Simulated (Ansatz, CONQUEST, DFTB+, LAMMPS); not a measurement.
**Running (K,Na)Cl at 900 K with crystalline order left by the classical run (76 atoms) with CONQUEST**

How near does CONQUEST come to plane waves for (K,Na)Cl at 900 K with crystalline order left by the classical run (76 atoms)?

Method: the method is named at each step, in CONQUEST 1.3.

**1. The starting structure**

The cell holds 76 atoms: 21 K, 17 Na and 38 Cl. Its edges and angles: a = 13.595 Å, b = 13.595 Å, c = 13.595 Å, α = 90.0°, β = 90.0°, γ = 90.0°. 76 atoms (21 K, 17 Na, 38 Cl) placed at random at 1.69 g/cm³, melted at 1800 K for 10 ps at fixed volume with the Lennard-Jones and Coulomb ion parameters for SPC/E (Joung and Cheatham, J. Phys. Chem. B 112, 9020 (2008)), full charges. Snapshot at the end of a hold of 20 ps at 900 K and fixed volume.

The yardstick, on the same geometry:

| Item | Value |
| --- | --- |
| method | Kohn-Sham DFT, PBE, PAW, plane waves (Ansatz 0.2.0); cutoff 420 eV, Γ point, fermi-dirac smearing of 0.05 eV; PAW set soft_2 |
| r.m.s. force component | 0.2348 eV/Å |
| longest force | 0.9297 eV/Å |
| pressure | -1.119 GPa |
| gap (highest filled to lowest empty level) | 3.647 eV |
| SCF cycles | 7 |
| time | 25 s on 4 threads of Intel Xeon 6975P-C (Granite Rapids), shared host |
| CPU time | 84 s |

**2. PBE, grid 40 Ha**

Method: Kohn-Sham DFT, PBE, norm-conserving pseudopotentials, pseudo-atomic orbitals (double zeta with polarisation), diagonalisation.

The .ion files beside the input carry potential, basis and functional.

Conquest_input

```
IO.Title cell
IO.Coordinates coords.dat
IO.FractionalAtomicCoords T
IO.Iprint 1
General.NumberOfSpecies 3
AtomMove.TypeOfRun static
AtomMove.CalcStress T
Grid.GridCutoff 40
DM.SolutionMethod diagon
SC.MaxIters 100
SC.LinearMixingFactor 0.3
minE.SCTolerance 1e-06
Diag.kT 0.001837
Diag.MPMesh T
Diag.GammaCentred T
Diag.MPMeshX 1
Diag.MPMeshY 1
Diag.MPMeshZ 1
%block ChemicalSpeciesLabel
1 39.098 K
2 22.990 Na
3 35.450 Cl
%endblock
```

coords.dat

```
25.691583 0.000000 0.000000
0.000000 25.691583 0.000000
0.000000 0.000000 25.691583
76
0.47366 0.37303 0.49291 1 T T T
0.49786 0.01576 0.90322 1 T T T
0.77626 0.00015 0.70802 1 T T T
0.31353 0.47359 0.20555 1 T T T
0.21193 0.06370 0.10334 1 T T T
0.12432 0.76720 0.26885 1 T T T
0.41926 0.54624 0.79514 1 T T T
0.91728 0.25637 0.57186 1 T T T
0.12702 0.38832 0.64188 1 T T T
0.77098 0.17584 0.02135 1 T T T
0.26815 0.85028 0.79509 1 T T T
0.11246 0.97130 0.57857 1 T T T
0.77683 0.37478 0.33796 1 T T T
0.64459 0.12041 0.47139 1 T T T
0.56567 0.65143 0.31999 1 T T T
0.38798 0.91883 0.35903 1 T T T
0.47030 0.17196 0.18529 1 T T T
0.62464 0.91503 0.19694 1 T T T
0.00398 0.70210 0.71584 1 T T T
0.30050 0.65984 0.52480 1 T T T
0.83868 0.82859 0.45027 1 T T T
0.72868 0.50618 0.65672 2 T T T
0.83647 0.61450 0.15346 2 T T T
0.36344 0.13532 0.63380 2 T T T
0.86261 0.40108 0.91075 2 T T T
0.43384 0.71948 0.07406 2 T T T
0.66865 0.69702 0.89236 2 T T T
0.60503 0.27501 0.79003 2 T T T
0.55151 0.82648 0.63994 2 T T T
0.90647 0.03302 0.26429 2 T T T
0.00115 0.48489 0.39615 2 T T T
0.05880 0.11304 0.87755 2 T T T
0.12206 0.58288 0.96341 2 T T T
0.33579 0.33048 0.90862 2 T T T
0.04881 0.34242 0.10234 2 T T T
0.18812 0.20280 0.35786 2 T T T
0.94937 0.88616 0.99204 2 T T T
0.58982 0.42603 0.05299 2 T T T
0.99148 0.10130 0.05567 3 T T T
0.15123 0.17759 0.61768 3 T T T
0.22343 0.61974 0.74997 3 T T T
0.41912 0.95583 0.12956 3 T T T
0.11721 0.02029 0.29551 3 T T T
0.56655 0.07268 0.70341 3 T T T
0.53566 0.42608 0.26253 3 T T T
0.69937 0.11320 0.26277 3 T T T
0.07550 0.73136 0.47740 3 T T T
0.83990 0.20712 0.82053 3 T T T
0.86827 0.82619 0.19668 3 T T T
0.61810 0.67946 0.11076 3 T T T
0.99112 0.28670 0.35649 3 T T T
0.60511 0.86441 0.44233 3 T T T
0.79731 0.59427 0.35481 3 T T T
0.40646 0.31415 0.70376 3 T T T
0.90034 0.65039 0.93568 3 T T T
0.88522 0.04045 0.49361 3 T T T
[... 16 atom lines left out ...]
0.76637 0.97174 0.92611 3 T T T
0.40445 0.52204 0.00608 3 T T T
0.27580 0.09699 0.84722 3 T T T
0.68237 0.32258 0.58777 3 T T T
```

Run with:

```bash
OMP_NUM_THREADS=1 Conquest > output.txt
```

Numbers of over 12 decimals in the logs are rounded to 6 here.

Conquest_out:

```text
      Simulation cell dimensions:    25.6916 a0 x    25.6916 a0 x    25.6916 a0
        This calculation includes non-local pseudopotentials,
         with a maximum core radius of     11.52907648
    Job title: cell
    Job to be run: static calculation
    Ground state search:
      Support functions represented with PAO basis
      1:1 PAO to SF mapping
      Non-spin-polarised electrons
      Solving for the K matrix using diagonalisation
      Using Fermi-Dirac smearing
    Integration grid size:     80 x   80 x   80
    Integration grid spacing:  0.321 a0 x 0.321 a0 x 0.321 a0
    Number of species:  3
    --------------------------------------------------------
    |   #  mass (au)  Charge (e)  SF Rad (a0)  NSF  Label  |
    --------------------------------------------------------
    |   1     39.098       9.000       11.882   14  K      |
    |   2     22.990       9.000       10.919    9  Na     |
    |   3     35.450       7.000        6.102   13  Cl     |
    --------------------------------------------------------
          SCF tolerance:                 0.00000100
          SCF iterations:               100
    The calculation will be performed on     1 process
    The calculation will be performed on     1 thread
    Using the default matrix multiplication kernel
    The functional used will be GGA PBE96
    set_atom_dens: In set_atomic_density, electrons :     608.000000000000
    PulayMixSC: Starting Pulay mixing, A_up =  0.300 A_dn =  0.300
    PulayMixSC: Spin non-polarised calculation.
          Harris-Foulkes Energy            :     -2036.562165 Ha
    PulayMixSC: Pulay iteration     1 residual:              0.48611E-03
          Harris-Foulkes Energy            :     -2036.236614 Ha
    PulayMixSC: Pulay iteration     2 residual:              0.23587E-03
          Harris-Foulkes Energy            :     -2036.187728 Ha
    PulayMixSC: Pulay iteration     3 residual:              0.14246E-03
          Harris-Foulkes Energy            :     -2036.190839 Ha
    PulayMixSC: Pulay iteration     4 residual:              0.22282E-04
          Harris-Foulkes Energy            :     -2036.190829 Ha
    PulayMixSC: Pulay iteration     5 residual:              0.10978E-04
          Harris-Foulkes Energy            :     -2036.190791 Ha
    PulayMixSC: Pulay iteration     6 residual:              0.34707E-05
          Harris-Foulkes Energy            :     -2036.190782 Ha
    PulayMixSC: Pulay iteration     7 residual:              0.37246E-06
    PulayMixSC: Reached SCF tolerance of  0.37246E-06 after      7 iterations
      | Number of electrons      =       607.999845
      |* Harris-Foulkes energy   =     -2036.190782 Ha
      |* DFT total energy        =     -2036.190782 Ha
    force: Forces on atoms (Ha/a0)
    force:  Atom   X              Y              Z
    force:     1  -0.0014508723   0.0026193699  -0.0013318525
    force:     2  -0.0017450630  -0.0005323858   0.0022181428
    force:     3   0.0080447620  -0.0001277217   0.0045715593
    force:     4   0.0007411126  -0.0025602072   0.0062296652
    force:     5  -0.0003140488  -0.0057755114  -0.0079489734
    force:     6  -0.0032738583   0.0004370557  -0.0082944337
    force:     7   0.0089071252   0.0026836181  -0.0115537361
    force:     8  -0.0004483493  -0.0082464673   0.0023640731
    force:     9   0.0191544075   0.0042181304   0.0058468183
    force:    10  -0.0020383856  -0.0055513131   0.0037509521
    force:    11  -0.0001637132   0.0016879496   0.0020264989
    force:    12  -0.0038628924  -0.0044713360  -0.0035237864
    force:    13  -0.0075842756  -0.0017774575  -0.0059876947
    force:    14  -0.0045222414  -0.0061838004   0.0047738689
    force:    15   0.0086265867  -0.0053483569   0.0104335939
    force:    16  -0.0010361042   0.0009445124   0.0025468927
    force:    17   0.0010420942   0.0072696218   0.0023127804
    force:    18   0.0120105766  -0.0073261704  -0.0021365713
    force:    19  -0.0040815732  -0.0001563940   0.0014710767
    force:    20  -0.0047163246  -0.0007942364  -0.0017401979
    force:    21  -0.0019733390  -0.0107049486  -0.0013263968
    force:    22  -0.1521014331  -0.0197421143   0.0361516981
    force:    23   0.0351430142  -0.0456472314  -0.0551480945
    force:    24  -0.0405686370   0.0520312434   0.0602302403
[...]
force:    69   0.0011257980   0.0000673963   0.0034140054
    force:    70  -0.0015234733  -0.0072966710  -0.0008901429
    force:    71  -0.0003371557  -0.0011668440  -0.0008769667
    force:    72   0.0018732264  -0.0074494176  -0.0021237532
    force:    73  -0.0050783710  -0.0088301404   0.0110221698
    force:    74  -0.0016840326  -0.0115149590   0.0023506177
    force:    75  -0.0005958785  -0.0022718776   0.0052129593
    force:    76   0.0020276529  -0.0010831574  -0.0036481661
    force: Maximum force :        0.15210143(Ha/a0) on atom        22 in x direction
    force: Force Residual:        0.05467831 Ha/a0
    force: Total stress:         -0.18437659     0.09745205     0.26822835 GPa
    force: Average pressure:     -0.06043460 GPa
    get_E_and_F: Change in energy during last step of electronic optimisation:  0.83135E-05
```

It took 3.9 min on 1 thread of Intel Xeon 6975P-C (Granite Rapids), shared host; peak memory 4.7 GiB.

Banners, paths, timers and routine set-up lines are dropped from the logs unmarked, and long logs keep their key lines alone; longer cuts are marked.

Numbers from this run, and their distance from the reference:

| Item | Value |
| --- | --- |
| r.m.s. force component | 1.623 eV/Å |
| r.m.s. difference of force components | 1604 meV/Å |
| longest difference of force vectors | 8748 meV/Å |
| force difference over r.m.s. force | 682.9 % |
| slope of forces against the reference's | 1.076 |
| correlation of force components | 0.1556 |
| gap (highest filled to lowest empty level) | 3.531 eV |
| gap difference | -0.1152 eV |
| pressure | -0.0604 GPa |
| pressure difference | 1.059 GPa |

This is a coarse setting, run to see what it loses.

Length of the force difference by element (eV/Å):

```csv
element,atoms,mean,most
Cl,38,0.10,0.21
K,21,0.085,0.16
Na,17,5.6,8.7
```

Levels nearest the highest filled one (eV from it): -0.47, -0.45, -0.43, -0.41, -0.40, -0.38, -0.33, -0.29, -0.24, -0.23, -0.22, 0.00, 3.53, 4.58, 4.67, 4.72, 4.84, 4.90, 5.05, 5.34, 5.45, 5.51, 5.57, 5.64.

Local excerpt of 11 atoms (numbers count through the whole input) about Na27, which bears the longest force; x, y, z are measured from there.

```
atom      x      y      z  distance (Å)  bonds     Fx     Fy  Fz (eV/Å)
Na27   0.00   0.00   0.00          0.00      5  -0.84   7.67      -4.12
Cl68  -2.43   1.25  -0.71          2.82      6   0.24  -0.10       0.07
Cl50  -0.69  -0.24   2.97          3.06      6   0.36   0.28      -0.37
Cl58  -0.01  -3.04  -0.32          3.06      6   0.01   0.01      -0.65
Cl55   3.15  -0.63   0.59          3.27      6   0.12   0.12      -0.14
Cl67   1.18   1.10  -3.02          3.43      5   0.00  -0.27       0.05
Cl73   1.33   3.73   0.46          3.99      4  -0.26  -0.45       0.57
Na26  -3.19   0.31   2.47          4.05      6   4.78   0.88       2.87
Na29  -1.59   1.76  -3.43          4.17      6  -0.92  -0.78      -0.80
  K7  -3.39  -2.05  -1.32          4.18      6   0.46   0.14      -0.59
Na22   0.82  -2.59  -3.20          4.20      4  -7.82  -1.02       1.86
```

Forces lie 683 % from the reference's, at 2.8 times its CPU time (on 1 against 4 cores).

The difference per atom is largest on Na (5.6 eV/Å on average, against 0.10 on Cl). The forces add up to 24 eV/Å instead of zero, usually a sign of too coarse a grid.

**3. What came out**

```json
{
 "force difference from the reference": "CONQUEST PBE, grid 40 Ha (coarse), 683 %",
 "its CPU time": "3.9 min"
}
```

**Reading.** Runs with settings chosen to be coarse differ by 683 % (CONQUEST PBE, grid 40 Ha), their programs' other errors included. At the same functional, the gap of CONQUEST PBE, grid 40 Ha lies 0.12 eV below the reference's 3.65 eV. The network of bonds at the start is that of the classical potential that made the cell, and needn't be the one that DFT or experiment would give. The ion parameters were fitted for water, not for melts, so the starting structure of this cell may lie well off the real melt's. The electronic-structure runs sample only Γ, in a cell whose shortest periodic width is 14 Å.

[Also dropped from logs without a mark: logging warnings of Python, and SIESTA's first energy breakdown and zero terms.]

[Logs are printed without paths, hosts, clocks, repeated set-up lines and the standing remarks that a program may print on its own settings, such as how far it seeks lower states.]

[Hosts, paths, dates, database ids (printed as entryN), source tags and the programs' standing remarks are cut or masked in the printed files.]
